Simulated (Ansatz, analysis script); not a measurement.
# AlCo: where the moment collapses

How do the moments of AlCo answer to compression and expansion?

Calculated with Ansatz 0.2.0; PBE, PAW set soft_1.

## 1. Starting point

The structure is cubic, space group Pm-3m (No. 221). The conventional cell has a = 2.819 Å, b = 2.819 Å, c = 2.819 Å, α = 90.00°, β = 90.00°, γ = 90.00°. Al has 8 Co at 2.44 Å nearest. Co has 8 Al at 2.44 Å nearest. Farther neighbours are not listed.

Structure file:

```cif
data_structure
_symmetry_space_group_name_H-M 'Pm-3m'
_symmetry_Int_Tables_number 221
_cell_length_a 2.8194
_cell_length_b 2.8194
_cell_length_c 2.8194
_cell_angle_alpha 90.000
_cell_angle_beta 90.000
_cell_angle_gamma 90.000
_cell_volume 22.41
loop_
_atom_site_label
_atom_site_type_symbol
_atom_site_symmetry_multiplicity
_atom_site_Wyckoff_symbol
_atom_site_fract_x
_atom_site_fract_y
_atom_site_fract_z
_atom_site_occupancy
Al1 Al 1 a 0.00000 0.00000 0.00000 1
Co1 Co 1 b 0.50000 0.50000 0.50000 1
```

The cell comes from the Materials Project, a database of computed structures, and the real compound, where it exists, may take another one.

## 2. Starting state

A collinear run comes first: it shows whether moments survive, and how large they are.

input.yaml

```yaml
crystal:
  lattice:
    - [2.81940321, 0.0, 0.0]
    - [0.0, 2.81940321, 0.0]
    - [0.0, 0.0, 2.81940321]
  atoms:
    - { symbol: Al, position: [0.0, 0.0, 0.0] }
    - { symbol: Co, position: [0.5, 0.5, 0.5], spin: 2.0 }
magnetization:
  spin_polarized: true
kpoints:
  mp_grid: { grid: [9, 9, 9] }
hamiltonian:
  xc: pbe
  pseudopotentials: { kind: paw, azcp: { folder: soft_1 } }
scf:
  occupations: { method: fermi_dirac, width: 0.05 }
  max_iter: 120
  convergence: { dr2_threshold: 1.0e-08 }
  lower_state_search: "off"
output:
  write_density: true
  write_potential: true
  elf: true
  volumetric_format: npy
```

On the command line:

```console
$ ansatz run input.yaml --threads 2 --pin off --max-ram 5120MiB --backend cpu --events-out ev --progress --plain --runs-dir out
```

Numbers of over 12 decimals in the logs are rounded to 6 here.

The log of the run:

```text
Engine: ansatz 0.2.0, x86_64-unknown-linux-gnu
Pseudopotentials: kind: paw
Pseudopotential: Al, paw, valence charge 3, recommended cutoff 420 eV (normal), soft_1/Al.paw.azcp
Pseudopotential: Co, paw, valence charge 17, recommended cutoff 420 eV (normal), soft_1/Co.paw.azcp
Functional definition: PBE
  parameter kappa = 0.804
  parameter beta = 0.066725
  exchange = pbe_x(kappa = kappa, mu = beta*pi^2/3)
  correlation = pbe_c(beta = beta)
Crystal: 2 atoms, lattice volume = 22.412 Å³
Basis set: ecut = 420 eV, 461 PW (Γ)
Bands: 15, of which v1, the nominal top of the filled ones, is band 10 counted from 1 (9 counted from 0)
Symmetry: 48 space group operations
Space group: Pm-3m (ITA 221), of the structure as read, at distance tolerance 2.8e-5 Å
Magnetic group: BNS 221.92 (UNI 1594), of the structure as read, at distance tolerance 2.8e-5 Å
k-points: 35 of 729
Non-local potential: Al, projectors of the file, l = 0: 2, l = 1: 2, l = 2: 1
Non-local potential: Co, projectors of the file, l = 0: 3, l = 1: 2, l = 2: 3, l = 3: 1
PAW form: soft (Blöchl's): semilocal exchange-correlation on the pseudo side does not see the compensation charge
PAW one-centre angular grid: Al, 110 points (default); XC on 64 Gauss nodes
PAW one-centre angular grid: Co, 590 points (default); XC on 64 Gauss nodes
Initial density: superposition of atomic densities (chi_scale 0.1, normalization cell)
Starting moments: Σ|m| = 2 μB on 1 of 2 sites
Initial wavefunctions: pseudopotential atomic-orbital guess
Functional: x = pbe(κ = 0.804, μ = 0.219515), c = pbe(β = 0.066725)
SCF iter   1: F=—  HF=-5664.593541 eV  |F-HF|=—  |Δ(HF+E_count)|=         —  Δρ=1.41e-1 (↑6.30e-2 ↓1.41e-1)  dr2=1.55e0  dr2_m=2.03e0  M=0.638 μB ∫|m|=0.932 μB  β_m=0.30  ethr=3.10e-3  ⟨swp⟩=4.7  Hψ=4866  notcnv=0
preconditioner: auto → none  [metal: Δε(μ)=0.009 eV  Ē_g=10.121 eV  σ=0.050 eV  W_gap=0.04  n_scr=6 (ndim 8)  ℏωp=27.2 eV  f_vac=0.000  D(μ)=1.07/eV (n_scr^D=6)  sad-step TF]
SCF iter   2: F=—  HF=-5664.684498 eV  |F-HF|=—  |Δ(HF+E_count)|=   9.10e-2  Δρ=8.11e-2 (↑7.31e-2 ↓8.11e-2)  dr2=2.65e-1  dr2_m=1.17e0  M=0.591 μB ∫|m|=0.881 μB  β_m=0.30  ethr=3.10e-3  ⟨swp⟩=2.4  Hψ=2079  notcnv=0  defer=38
SCF iter   3: F=—  HF=-5664.688678 eV  |F-HF|=—  |Δ(HF+E_count)|=   4.18e-3  Δρ=7.55e-2 (↑5.35e-2 ↓7.55e-2)  dr2=2.06e-1  dr2_m=8.35e-1  M=0.497 μB ∫|m|=0.777 μB  β_m=0.30  ethr=1.33e-3  ⟨swp⟩=2.5  Hψ=1476  notcnv=0  defer=38
SCF iter   4: F=—  HF=-5664.668242 eV  |F-HF|=—  |Δ(HF+E_count)|=   2.04e-2  Δρ=5.96e-2 (↑5.96e-2 ↓5.09e-2)  dr2=1.26e-2  dr2_m=6.26e-1  M=0.395 μB ∫|m|=0.685 μB  β_m=0.30  ethr=1.03e-3  ⟨swp⟩=2.2  Hψ=1720  notcnv=0  defer=38
SCF iter   5: F=—  HF=-5664.719752 eV  |F-HF|=—  |Δ(HF+E_count)|=   5.15e-2  Δρ=5.01e-2 (↑5.01e-2 ↓4.53e-2)  dr2=4.02e-3  dr2_m=4.67e-1  M=0.317 μB ∫|m|=0.601 μB  β_m=0.30  ethr=6.28e-5  ⟨swp⟩=2.1  Hψ=1821  notcnv=0  defer=37
SCF iter   6: F=—  HF=-5664.755100 eV  |F-HF|=—  |Δ(HF+E_count)|=   3.53e-2  Δρ=4.01e-2 (↑4.01e-2 ↓3.83e-2)  dr2=9.25e-4  dr2_m=3.15e-1  M=0.274 μB ∫|m|=0.542 μB  β_m=0.30  ethr=2.01e-5  ⟨swp⟩=2.1  Hψ=1708  notcnv=0  defer=37
SCF iter   7: F=—  HF=-5664.775587 eV  |F-HF|=—  |Δ(HF+E_count)|=   2.05e-2  Δρ=3.24e-2 (↑3.24e-2 ↓3.12e-2)  dr2=3.80e-4  dr2_m=2.08e-1  M=0.248 μB ∫|m|=0.493 μB  β_m=0.30  ethr=4.63e-6  ⟨swp⟩=2.0  Hψ=1607  notcnv=0  defer=37
SCF iter   8: F=—  HF=-5664.789007 eV  |F-HF|=—  |Δ(HF+E_count)|=   1.34e-2  Δρ=2.70e-2 (↑2.68e-2 ↓2.70e-2)  dr2=1.48e-5  dr2_m=1.48e-1  M=0.216 μB ∫|m|=0.444 μB  β_m=0.30  ethr=1.90e-6  ⟨swp⟩=2.4  Hψ=1625  notcnv=0  defer=37
SCF iter   9: F=—  HF=-5664.798899 eV  |F-HF|=—  |Δ(HF+E_count)|=   9.89e-3  Δρ=2.38e-2 (↑2.38e-2 ↓2.37e-2)  dr2=6.49e-6  dr2_m=1.16e-1  M=0.179 μB ∫|m|=0.393 μB  β_m=0.30  ethr=7.42e-8  ⟨swp⟩=2.8  Hψ=1845  notcnv=0  defer=37
Mixer restart at iter 9: flushing history
spin-set hold released at iteration 9 (site moments contracting): the magnetisation degrees of freedom join the quasi-Newton model from the next iteration; the mixer history was flushed
[...]
SCF iter  11: F=—  HF=-5664.827524 eV  |F-HF|=—  |Δ(HF+E_count)|=   2.06e-2  Δρ=1.05e-2 (↑1.05e-2 ↓8.63e-3)  dr2=5.90e-4  dr2_m=1.89e-2  M=0.081 μB ∫|m|=0.203 μB  β_m=0.52  ethr=3.25e-8  ⟨swp⟩=4.1  Hψ=2930  notcnv=0  defer=37
SCF iter  12: F=—  HF=-5664.836303 eV  |F-HF|=—  |Δ(HF+E_count)|=   8.78e-3  Δρ=5.76e-3 (↑4.15e-3 ↓5.76e-3)  dr2=1.48e-2  dr2_m=3.38e-4  M=0.020 μB ∫|m|=0.060 μB  β_m=0.36  ethr=3.25e-8  ⟨swp⟩=3.5  Hψ=2976  notcnv=0  defer=31
SCF iter  13: F=—  HF=-5664.834397 eV  |F-HF|=—  |Δ(HF+E_count)|=   1.91e-3  Δρ=1.37e-3 (↑1.26e-3 ↓1.37e-3)  dr2=7.81e-6  dr2_m=3.52e-4  M=0.022 μB ∫|m|=0.062 μB  β_m=0.68  ethr=3.25e-8  ⟨swp⟩=3.1  Hψ=2546  notcnv=0  defer=29
SCF iter  14: F=—  HF=-5664.835409 eV  |F-HF|=—  |Δ(HF+E_count)|=   1.01e-3  Δρ=1.02e-3 (↑1.02e-3 ↓7.86e-4)  dr2=7.05e-6  dr2_m=1.67e-4  M=0.010 μB ∫|m|=0.025 μB  β_m=0.79  ethr=3.25e-8  ⟨swp⟩=3.2  Hψ=2030  notcnv=0  defer=28
SCF iter  15: F=—  HF=-5664.835550 eV  |F-HF|=—  |Δ(HF+E_count)|=   1.41e-4  Δρ=4.14e-5 (↑4.14e-5 ↓3.56e-5)  dr2=5.62e-7  dr2_m=1.62e-7  M=0.000 μB ∫|m|=0.001 μB  β_m=0.86  ethr=3.25e-8  ⟨swp⟩=2.5  Hψ=1817  notcnv=0  defer=28
SCF iter  16: F=—  HF=-5664.835550 eV  |F-HF|=—  |Δ(HF+E_count)|=   6.24e-7  Δρ=3.57e-5 (↑3.57e-5 ↓2.86e-5)  dr2=5.14e-7  dr2_m=1.62e-8  M=0.000 μB ∫|m|=0.000 μB  β_m=0.85  ethr=2.81e-9  ⟨swp⟩=2.7  Hψ=1685  notcnv=0  defer=28
SCF iter  17: F=—  HF=-5664.835550 eV  |F-HF|=—  |Δ(HF+E_count)|=   3.41e-8  Δρ=6.58e-6 (↑4.22e-6 ↓6.58e-6)  dr2=1.67e-8  dr2_m=1.24e-9  M=0.000 μB ∫|m|=0.000 μB  β_m=0.93  ethr=2.57e-9  ⟨swp⟩=2.2  Hψ=1307  notcnv=0  defer=28
iter 18 did not close the SCF: its close was put off for a magnetic moment that had not settled (scf_convergence_deferred on its scf_iter line)
SCF iter  18: F=-5664.835550 eV  HF=-5664.835550 eV  |F-HF|=5.55e-11  |Δ(HF+E_count)|=  5.28e-10  Δρ=6.62e-7 (↑6.62e-7 ↓3.55e-7)  dr2=1.07e-10  dr2_m=2.24e-11  M=0.000 μB ∫|m|=0.000 μB  β_m=0.96  ethr=5.00e-11  ⟨swp⟩=3.8  Hψ=2424  notcnv=0
SCF iter  19: F=-5664.835550 eV  HF=-5664.835550 eV  |F-HF|=0.00e0  |Δ(HF+E_count)|=  3.69e-10  Δρ=4.64e-8 (↑2.59e-8 ↓4.64e-8)  dr2=1.75e-13  dr2_m=2.30e-13  M=-0.000 μB ∫|m|=0.000 μB  ethr=1.00e-12  ⟨swp⟩=1.0  Hψ=2690  notcnv=0
WARN: the starting moments were not kept: the SCF closed with an absolute magnetisation of 7.2e-7 μB, where they sum to 2 μB in size (1 site). That is at most 0.1 of that sum. Measured as dr2_m measures the in/out step, that magnetisation stands 4.3e-13 eV from none, at or under the dr2_threshold of 1.0e-8 eV: it is no larger than a step whose dr2_m would equal this threshold. The system may hold no moment; this SCF  [...]
SCF 1 converged in 19 iterations: F = -5664.835550 eV  dr2 = 1.75e-13
  greatest PAW one-centre occupation: 1.000 electrons in one spin orbital (limit 2), on the Co atom at site 1 (counted from 0), in its partial waves of l = 1
SCF converged after 19 iterations
Magnetization: -0.0000 μB (10.0000 up, 10.0000 down)
Absolute magnetization: 0.0000 μB (∫|ρ↑−ρ↓|, with the PAW one-centre terms)
Spin contamination: 0.0000 ħ² per cell (⟨S²⟩ above its minimum at these occupations)
Per-site moments (μB) at R_I (Å): [(1.09918512182463e-7, 1.007191), (-4.0783676334642773e-7, 1.007191)]
Free energy (F): -5664.835550 eV
Harris-Foulkes:  -5664.835550 eV  (|F-HF|=0.00e0)
Internal energy: -5664.831180 eV  (E = F + TS)
E sigma→0 (E₀):  -5664.833365 eV
Entropy (-TS):   -0.004370 eV (-2.185 meV/atom)
Fermi energy:    15.047971 eV
--- Per-component energies (eV) ---
  E_band       = -274.419041
  E_kinetic    = 323.097465
  E_local      = -3452.600773  (includes V_loc(G=0)·N_el)
  E_nonlocal   = 448.770879
  E_hartree    = 1562.987258
  E_xc         = -132.510539
  E_vxc        = -151.310975  (∫ρ·V_xc dr)
  E_paw        = -2046.527215  (= ΣΔE_a)
  E_vpaw       = -568.350189  (= ΣTr[D̂ρ^β])
  E_aug_tail   = 0.000006  (compensation charges beyond the density's cutoff)
  E_ewald      = -2368.048262
  E_smearing   = -0.004370  (= −TS)
  E_closure    = -0.000000  (closes the sum)
  Σ components = -5664.835550   (vs F -5664.835550, Δ=0.00e0)
--- Band table (eV; the first three rows and the last of 70) ---
  k-point 0 ↑: bands = [... 6 lower, 11.9215, 14.1700, 14.1700, 14.1700, 21.1517, 21.1517, 21.1517, 23.8684, ... 1 higher]
  k-point 1 ↑: bands = [... 6 lower, 11.9891, 14.0422, 14.0422, 14.1838, 19.3492, 21.4815, 21.4815, 23.8270, ... 1 higher]
  k-point 2 ↑: bands = [... 6 lower, 12.1663, 13.7477, 13.7477, 14.2190, 17.0810, 22.3862, 22.3862, 23.7097, ... 1 higher]
  k-point 34 ↓: bands = [... 6 lower, 11.0191, 14.6390, 14.6390, 16.2586, 17.4728, 17.4728, 19.4576, 20.8929, ... 1 higher]
```

Elapsed: 7.1 s, on 2 threads of Intel Xeon at 2.50GHz (Skylake/Cascade Lake), shared host; peak memory 0.27 GiB; 6.2 s of CPU time.

The spin moment in the atom's sphere vanishes on all atoms.

Tables count atoms from 1; parts of the log count from 0.

The run ends non-magnetic, with a net moment of 0 μB a cell. The run left the order that was typed.

Valence density in the ac plane at fractional y = 0.000, with atoms of Al within 0.2 Å of it. It is the smooth field of the valence electrons, not physical close to the nuclei.

Ten even steps from '_' (0.05 e/Å³) to '@' (0.27 e/Å³):
```
____..==##%%%%%%%%%%%%##==..__
....--++%%@@@@%%%%@@@@%%++--..
--==++##@@@@@@@@@@@@@@@@##++==
**##%%@@@@@@@@@@@@@@@@@@@@%%##
%%%%@@@@@@@@@@@@@@@@@@@@@@@@%%
%%%%@@@@@@@@@@@@@@@@@@@@@@@@%%
%%%%%%@@@@@@@@@@@@@@@@@@@@%%%%
%%%%%%@@@@@@@@@@@@@@@@@@@@%%%%
%%%%@@@@@@@@@@@@@@@@@@@@@@@@%%
%%%%@@@@@@@@@@@@@@@@@@@@@@@@%%
**##%%@@@@@@@@@@@@@@@@@@@@%%##
--==++##@@@@@@@@@@@@@@@@##++==
....--++%%@@@@%%%%@@@@%%++--..
____..==##%%%%%%%%%%%%##==..__
____..--**%%%%%%%%%%%%**--..__
```
Columns run along a (2.8 Å), rows up along c (2.8 Å). Atoms in or near the plane, at fractional coordinates: Al at (0.00, 0.00).

ELF in the ac plane at fractional y = 0.000, with atoms of Al within 0.2 Å of it. It is the smooth field of the valence electrons, not physical close to the nuclei.

Ten even steps from '0' (0.00) to '9' (0.68):
```
200146777764100
000257777775200
112577777777521
345777766777754
667777666677776
777776666667777
777766666666777
777766666666777
777776666667777
667777666677776
345777766777754
112577777777521
000257777775200
200146777764100
920136777763102
```
Columns run along a (2.8 Å), rows up along c (2.8 Å). Atoms in or near the plane, at fractional coordinates: Al at (0.00, 0.00).

## 3. The same state on a denser mesh

Levels at the Fermi energy are partly filled, so moments and energy differences can hang on the k-mesh, and the state is solved again on a denser one.

input.yaml, the sections that differ from step 2:

```yaml
kpoints:
  mp_grid: { grid: [14, 14, 14] }
basis:
  ecutwfc: 420.0
# crystal, magnetization, hamiltonian, scf: as in step 2
# output: removed
```

The log of the run:

```text
[...]
Crystal: 2 atoms, lattice volume = 22.412 Å³
Basis set: ecut = 420 eV, 461 PW (Γ)
Bands: 15, of which v1, the nominal top of the filled ones, is band 10 counted from 1 (9 counted from 0)
Symmetry: 48 space group operations
[...]
k-points: 120 of 2744
[...]
Starting moments: Σ|m| = 2 μB on 1 of 2 sites
[...]
Magnetization: 0.0000 μB (10.0000 up, 10.0000 down)
Absolute magnetization: 0.0000 μB (∫|ρ↑−ρ↓|, with the PAW one-centre terms)
[...]
Per-site moments (μB) at R_I (Å): [(1.0029183244556812e-7, 1.007191), (1.050917658632799e-6, 1.007191)]
Free energy (F): -5664.833230 eV
[...]
Internal energy: -5664.826997 eV  (E = F + TS)
E sigma→0 (E₀):  -5664.830113 eV
Entropy (-TS):   -0.006233 eV (-3.117 meV/atom)
Fermi energy:    15.053476 eV
[...]
[key lines of the parts left out:]
SCF converged after 19 iterations
```

Elapsed: 15 s, on 2 threads; peak memory 0.33 GiB.

The spin moment in the atom's sphere vanishes on all atoms.

The run ends non-magnetic, with a net moment of 0 μB a cell, against 0 μB on the first mesh.

The cell's volume is scaled by the factor named; fractional positions stay, and energies count from the lowest run.

## 4. Factor 0.7, typed moments

Three starts at each size show whether high-spin, low-spin and non-magnetic states coexist. One mesh, built for the smallest cell, and one cutoff serve all sizes, so that energies can be subtracted.

input.yaml, the sections that differ from step 3:

```yaml
crystal:
  lattice:
    - [2.50335939, 0.0, 0.0]
    - [0.0, 2.50335939, 0.0]
    - [0.0, 0.0, 2.50335939]
  atoms:
    - { symbol: Al, position: [0.0, 0.0, 0.0] }
    - { symbol: Co, position: [0.5, 0.5, 0.5], spin: 2.0 }
kpoints:
  mp_grid: { grid: [15, 15, 15] }
output:
  stress: true
# magnetization, hamiltonian, scf, basis: as in step 3
```

On the command line:

```console
$ ansatz run input.yaml --threads 1 --pin off --max-ram 2560MiB --backend cpu --events-out ev --progress --plain --runs-dir out
```

The log of the run:

```text
Warning: output.stress: scf.convergence.dr2_threshold = 1e-8 eV is looser than the 2e-10 eV advised for a printed stress (1e-10 eV for each atom of the cell: 2). What an SCF threshold leaves in a stress goes as its square root, and in the free energy as the threshold itself, and one threshold admits the most on a small cell: [figures from the program's tests cut] Set scf.convergence.dr2_threshold to 2e-10 eV or tighter. The threshold is an SCF's pass mark: one that does not reach it within its budget of iterations ends unconverged, or closes short of it on a stop that the run arms, and scf.convergence.dr2_threshold's page says what that costs each kind of run
[...]
Crystal: 2 atoms, lattice volume = 15.688 Å³
Basis set: ecut = 420 eV, 305 PW (Γ)
Bands: 15, of which v1, the nominal top of the filled ones, is band 10 counted from 1 (9 counted from 0)
Symmetry: 48 space group operations
[...]
k-points: 120 of 3375
[...]
Starting moments: Σ|m| = 2 μB on 1 of 2 sites
[...]
iter 1 solved again at ethr=1.90e-3 eV; its pass at ethr=3.10e-3 eV (dr2=3.81e-1 eV) is discarded
[...]
SCF iter  16: F=-5662.181113 eV  HF=-5662.181113 eV  |F-HF|=3.64e-12  |Δ(HF+E_count)|=  3.55e-11  Δρ=1.74e-7 (↑1.74e-7 ↓9.47e-8)  dr2=4.81e-12  dr2_m=1.10e-12  M=0.000 μB ∫|m|=0.000 μB  ethr=1.31e-12  ⟨swp⟩=1.3  Hψ=9243  notcnv=0
[...]
SCF 1 converged in 16 iterations: F = -5662.181113 eV  dr2 = 4.81e-12
[...]
SCF converged after 16 iterations
Magnetization: 0.0000 μB (10.0000 up, 10.0000 down)
Absolute magnetization: 0.0000 μB (∫|ρ↑−ρ↓|, with the PAW one-centre terms)
[...]
Per-site moments (μB) at R_I (Å): [(1.7435778853614775e-7, 0.894289), (-2.916912671257521e-7, 0.894289)]
Free energy (F): -5662.181113 eV
[...]
Internal energy: -5662.178067 eV  (E = F + TS)
E sigma→0 (E₀):  -5662.179590 eV
Entropy (-TS):   -0.003046 eV (-1.523 meV/atom)
Fermi energy:    22.601863 eV
[...]
--- Stress (GPa, compression-positive) ---
      159.908723      -0.000000      -0.000000
       -0.000000     159.908723       0.000000
        0.000000       0.000000     159.908723
  P = ⅓ Tr σ = 159.9087 GPa (1599.087 kbar)
```

Run time: 18 s. Hardware: 1 thread; peak memory 0.31 GiB.

It ends non-magnetic, with 0 μB on the largest site.

## 5. Factor 0.7, starting moments cut to 30 %

The density is converged from the given moments; the state reached depends on that start.

input.yaml, as its differences from that of step 4:

```diff
@@ -7,3 +7,3 @@
     - { symbol: Al, position: [0.0, 0.0, 0.0] }
-    - { symbol: Co, position: [0.5, 0.5, 0.5], spin: 2.0 }
+    - { symbol: Co, position: [0.5, 0.5, 0.5], spin: 0.6 }
 magnetization:
```

The log of the run:

```text
[...]
Crystal: 2 atoms, lattice volume = 15.688 Å³
Basis set: ecut = 420 eV, 305 PW (Γ)
Bands: 15, of which v1, the nominal top of the filled ones, is band 10 counted from 1 (9 counted from 0)
Symmetry: 48 space group operations
[...]
k-points: 120 of 3375
[...]
Internal energy: -5662.178067 eV  (E = F + TS)
E sigma→0 (E₀):  -5662.179590 eV
Entropy (-TS):   -0.003046 eV (-1.523 meV/atom)
Fermi energy:    22.601863 eV
[...]
--- Stress (GPa, compression-positive) ---
      159.908744      -0.000000       0.000000
       -0.000000     159.908744       0.000000
        0.000000       0.000000     159.908744
  P = ⅓ Tr σ = 159.9087 GPa (1599.087 kbar)
[key lines of the parts left out:]
SCF converged after 15 iterations
Magnetization: -0.0000 μB (10.0000 up, 10.0000 down)
Free energy (F): -5662.181113 eV
```

Run time: 17 s. Hardware: 1 thread; peak memory 0.31 GiB.

It ends non-magnetic, with 0 μB on the largest site.

## 6. Factor 0.86, typed moments

The density is converged from the given moments; the state reached depends on that start.

input.yaml, the sections that differ from step 5:

```yaml
crystal:
  lattice:
    - [2.68116376, 0.0, 0.0]
    - [0.0, 2.68116376, 0.0]
    - [0.0, 0.0, 2.68116376]
  atoms:
    - { symbol: Al, position: [0.0, 0.0, 0.0] }
    - { symbol: Co, position: [0.5, 0.5, 0.5], spin: 2.0 }
# magnetization, kpoints, hamiltonian, scf, basis, output: as in step 5
```

The log of the run:

```text
[...]
Crystal: 2 atoms, lattice volume = 19.274 Å³
Basis set: ecut = 420 eV, 389 PW (Γ)
Bands: 15, of which v1, the nominal top of the filled ones, is band 10 counted from 1 (9 counted from 0)
Symmetry: 48 space group operations
[...]
k-points: 120 of 3375
[...]
Internal energy: -5664.332236 eV  (E = F + TS)
E sigma→0 (E₀):  -5664.334466 eV
Entropy (-TS):   -0.004461 eV (-2.231 meV/atom)
Fermi energy:    17.938000 eV
[...]
--- Stress (GPa, compression-positive) ---
       49.173863       0.000000      -0.000000
        0.000000      49.173863       0.000000
       -0.000000       0.000000      49.173863
  P = ⅓ Tr σ = 49.1739 GPa (491.739 kbar)
[key lines of the parts left out:]
SCF converged after 17 iterations
Magnetization: 0.0000 μB (10.0000 up, 10.0000 down)
Free energy (F): -5664.336697 eV
```

It took 21 s on 1 thread; peak memory 0.32 GiB.

It ends non-magnetic, with 0 μB on the largest site.

(Part 1 of 2 ends here.)

[Logs and program files are shortened in this print: banners, set-up blocks, solver, clock and traceback lines can be left out without a mark of their own.]

[Logs are printed without paths, hosts, clocks, repeated set-up lines and the standing remarks that a program may print on its own settings, such as how far it seeks lower states.]

[Hosts, paths, dates, database ids (printed as entryN), source tags and the programs' standing remarks are cut or masked in the printed files.]

[Where the input sets lower_state_search to off, the program did not look for lower states, so one may exist.]
